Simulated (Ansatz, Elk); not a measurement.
# CsAu2: X-ray structure factors from the self-consistent density

The structure of CsAu2 used here is made up (a known structure type with other elements) and was relaxed beforehand with r2SCAN. The aim is the Fourier transform of its all-electron density, F(hkl), set beside the sum over free spherical atoms that refinements use.

Main program and level: Elk 11.2.3 (patched build); DFT, PBE, all-electron APW+lo, Dirac cores, scalar-relativistic bands, static density, no spin.

This account leaves out most program logs.

The structure was built from a prototype and need not be the compound's stable phase.

## Step 1: The starting structure

The structure is cubic, space group Fd-3m (No. 227). Conventional cell: a = 8.574 Å, b = 8.574 Å, c = 8.574 Å, α = 90.00°, β = 90.00°, γ = 90.00°. Au has 6 Au at 3.03 Å and 6 Cs at 3.55 Å nearest. Nearest to Cs lie 12 Au at 3.55 Å and 4 Cs at 3.71 Å. Farther neighbours are not listed.

## Step 2: Ground state and structure factors

An all-electron density is needed, since X-rays see the cores too. Task 0 finds the density and task 195 Fourier-transforms it; tshift is off so that phases refer to the origin typed.

Contents of elk.in:

```
tasks
  0
  195

xctype
  20

spinpol
  .false.

rgkmax
  7.0

gmaxvr
  14.0

lmaxo
  7

lmaxapw
  8

swidth
  0.002

tshift
  .false.

ramdisk
  .false.

hmaxvr
  5.5

maxscl
  120

epspot
  1e-06

sppath
  './'

avec
  0.00000000000 8.10121844123 8.10121844123
  8.10121844123 0.00000000000 8.10121844123
  8.10121844123 8.10121844123 0.00000000000

atoms
  2
  'Au.in'
  4
  0.6250000000 0.1250000000 0.6250000000   0.000000 0.000000 0.000000
  0.6250000000 0.6250000000 0.1250000000   0.000000 0.000000 0.000000
  0.1250000000 0.6250000000 0.6250000000   0.000000 0.000000 0.000000
  0.6250000000 0.6250000000 0.6250000000   0.000000 0.000000 0.000000
  'Cs.in'
  2
  0.2500000000 0.2500000000 0.2500000000   0.000000 0.000000 0.000000
  0.0000000000 -0.0000000000 -0.0000000000   0.000000 0.000000 0.000000

ngridk
  5 5 5
```

On the command line:

```
$ OMP_NUM_THREADS=4 elk
```

Elapsed: 89 s, on 4 threads of Intel Xeon Platinum 8259CL at 2.50GHz (Skylake/Cascade Lake), shared host; peak memory 0.38 GiB; 3.6 min of CPU time.

SFACRHO.OUT:

```text

h k l indices transformed by vhmat matrix:
   1.000000000       0.000000000       0.000000000    
   0.000000000       1.000000000       0.000000000    
   0.000000000       0.000000000       1.000000000    

      h      k      l  multipl.   |H|            Re(F)            Im(F)           |F|

      0      0      0      1   0.0000000       426.00000      0.49966552E-15   426.00000    
     -1     -1     -1      4  0.67167651      -55.519899      -55.519899       78.516995    
      1      1      1      4  0.67167651      -55.519899       55.519899       78.516995    
      0      1      1      6  0.77558522     -0.14757108E-13  0.62543336E-14  0.16027755E-13
      0      1     -1     12   1.0968431       92.448889      0.50501276E-15   92.448889    
     -1     -1      1     12   1.2861626       139.97581      -139.97581       197.95569    
      1     -1      1     12   1.2861626       139.97581       139.97581       197.95569    
      0      2      0      4   1.3433530     -0.29514217E-13   267.55320       267.55320    
      2      2      2      4   1.3433530      0.95921204E-13  -267.55320       267.55320    
      0      2      2      6   1.5511704      -173.90420     -0.73791677E-13   173.90420    
      1      3      1     12   1.6903488      -48.176001      -48.176001       68.131154    
      2      3      2     12   1.6903488      -48.176001       48.176001       68.131154    
     -2     -3     -1     24   1.7342613      0.14757108E-13 -0.78067503E-14  0.16694837E-13
     -1      2     -1     12   1.8997880       77.410318     -0.73404770E-13   77.410318    
      3      3      2     12   1.8997880       77.410318     -0.57291204E-13   77.410318    
      3      3      1     12   2.0150295       121.27988      -121.27988       171.51566    
      0      0      3      4   2.0150295       121.18214      -121.18214       171.37742    
     -2      1     -2     12   2.0150295       121.27988       121.27988       171.51566
```

Elk indexes on the primitive cell of elk.in and gives |H| = 4π sin θ/λ in inverse bohr. Below, one row stands for each form hkl of the conventional cell (m members, Friedel mates merged), F is for one primitive cell and the density is static (no thermal factor). Free-atom factors are Waasmaier and Kirfel's, and R is Σm||F|−|F'||/Σm|F|.

| hkl | m | sin θ/λ (Å⁻¹) | abs F, DFT | neutral atoms | diff. | abs of complex diff. |
| --- | --- | --- | --- | --- | --- | --- |
| 111 | 8 | 0.101 | 78.517 | 78.740 | -0.223 | 0.223 |
| 200 | 6 | 0.117 | 0.000 | 0.000 | +0.000 | 0.000 |
| 220 | 12 | 0.165 | 92.449 | 92.550 | -0.101 | 0.101 |
| 311 | 24 | 0.193 | 197.956 | 198.305 | -0.349 | 0.349 |
| 222 | 8 | 0.202 | 267.553 | 268.383 | -0.830 | 0.830 |
| 400 | 6 | 0.233 | 173.904 | 174.755 | -0.851 | 0.851 |
| 331 | 24 | 0.254 | 68.131 | 68.583 | -0.452 | 0.452 |
| 420 | 24 | 0.261 | 0.000 | 0.000 | +0.000 | 0.000 |
| 422 | 24 | 0.286 | 77.410 | 77.321 | +0.089 | 0.089 |
| 511 | 24 | 0.303 | 171.516 | 171.762 | -0.246 | 0.246 |
| 333 | 8 | 0.303 | 171.377 | 171.762 | -0.385 | 0.385 |
| 440 | 12 | 0.330 | 301.569 | 301.847 | -0.278 | 0.278 |
| 531 | 48 | 0.345 | 61.905 | 61.966 | -0.062 | 0.062 |
| 442 | 24 | 0.350 | 0.061 | 0.000 | +0.061 | 0.061 |
| 600 | 6 | 0.350 | 0.000 | 0.000 | +0.000 | 0.000 |
| 620 | 24 | 0.369 | 69.239 | 69.192 | +0.046 | 0.046 |
| 533 | 24 | 0.382 | 155.548 | 155.517 | +0.031 | 0.031 |
| 622 | 24 | 0.387 | 213.692 | 213.721 | -0.029 | 0.029 |
| 444 | 8 | 0.404 | 143.262 | 143.200 | +0.062 | 0.062 |
| 551 | 24 | 0.416 | 57.096 | 57.089 | +0.007 | 0.007 |
| 711 | 24 | 0.416 | 57.171 | 57.089 | +0.082 | 0.082 |
| 640 | 24 | 0.420 | 0.000 | 0.000 | +0.000 | 0.000 |

## Step 3: The highest occupied states alone

An energy window below the Fermi level keeps the highest occupied states, to see at which angles they scatter; shallow core shells can lie inside it and anion s states outside. No new self-consistency is needed.

elk.in, as its differences from that of step 2:

```diff
@@ -1,3 +1,2 @@
 tasks
-  0
   195
@@ -40,2 +39,5 @@
 
+wsfac
+  -0.211530 0.529460
+
 sppath
```

On the command line:

```
$ OMP_NUM_THREADS=4 elk
```

Wall time 42 s (4 threads); peak memory 0.22 GiB; 47 s of CPU time.

States within 12 eV below the Fermi level hold 58.00 electrons; any levels below the window count with the cores. Their amplitudes can exceed the total, where window and core parts have opposite phase:

```
hkl  sin θ/λ (Å⁻¹)  abs F, window  abs F, all
111          0.101         10.946      78.517
200          0.117          0.000       0.000
220          0.165          4.086      92.449
311          0.193         10.577     197.956
222          0.202         15.893     267.553
400          0.233         10.525     173.904
331          0.254          4.219      68.131
420          0.261          0.000       0.000
422          0.286          0.012      77.410
511          0.303          2.327     171.516
```

## Step 4: Another functional

The difference from free atoms is small, so it is set against the change that PBEsol makes.

elk.in, as its differences from that of step 3:

```diff
@@ -1,2 +1,3 @@
 tasks
+  0
   195
@@ -4,3 +5,3 @@
 xctype
-  20
+  22
 
@@ -39,5 +40,2 @@
 
-wsfac
-  -0.211530 0.529460
-
 sppath
```

On the command line:

```
$ OMP_NUM_THREADS=4 elk
```

The job ended after 1.7 min (4 threads; peak memory 0.38 GiB; 3.9 min of CPU time).

Against the first run R = 0.01 %; the largest change is -0.034 at 222.

## Step 5: A coarser k-mesh

About half the k-points along each axis test the sampling.

elk.in, as its differences from that of step 4:

```diff
@@ -5,3 +5,3 @@
 xctype
-  22
+  20
 
@@ -62,2 +62,2 @@
 ngridk
-  5 5 5
+  2 2 2
```

On the command line:

```
$ OMP_NUM_THREADS=4 elk
```

It took 72 s on 4 threads; peak memory 0.48 GiB.

Against the first run R = 0.01 %; the largest change is +0.055 at 222.

## Step 6: Settings against the effect

```csv
run,R against the first run (%),"R against neutral atoms, low angle (%)",wall time
"PBE, rgkmax 7",0.00,0.27,89 s
PBEsol,0.01,0.29,1.7 min
k-mesh 2×2×2,0.01,0.26,72 s
```

## Step 7: Summary of results

- R against neutral atoms, sin θ/λ < 0.3 Å⁻¹: 0.27 %
- R against neutral atoms, 0.3 to 0.82 Å⁻¹: 0.14 %

What this shows: Independent neutral atoms miss the calculated amplitudes by R = 0.27 % below 0.3 Å⁻¹ and 0.14 % from there to 0.82 Å⁻¹; by shells, 0.28 % below 0.15 Å⁻¹ (1 form), 0.27 % 0.15 to 0.3 (6 forms), 0.08 % 0.3 to 0.45 (14 forms), 0.16 % above 0.45 (71 forms). Bonding, aspherical density and the tables' own atoms all enter these figures, and the runs don't part them. The largest change of an amplitude is -0.85 electrons, at 400. The window's part falls from 58.0 electrons at the origin to at most 1.15 between 0.45 and 0.82 Å⁻¹, where compact states inside the window still scatter. The window holds more than the 46 outer electrons of the free atoms, so shallow core shells lie inside it. Below 0.3 Å⁻¹ the changes that finished (PBEsol and k-mesh 2×2×2) move F by R = 0.02 % at most, against the 0.27 % that separates it from free atoms. The basis has no finished test. Spin-orbit coupling is left out, which can matter for elements this heavy. Part of the difference isn't bonding: the tables are fits to free atoms and ions calculated by other methods than this functional. Thermal motion, anomalous dispersion and extinction are left out.

[Logs are printed without paths, hosts, clocks, repeated set-up lines and the standing remarks that a program may print on its own settings, such as how far it seeks lower states.]

[Hosts, paths, dates, database ids (printed as entryN), source tags and the programs' standing remarks are cut or masked in the printed files.]
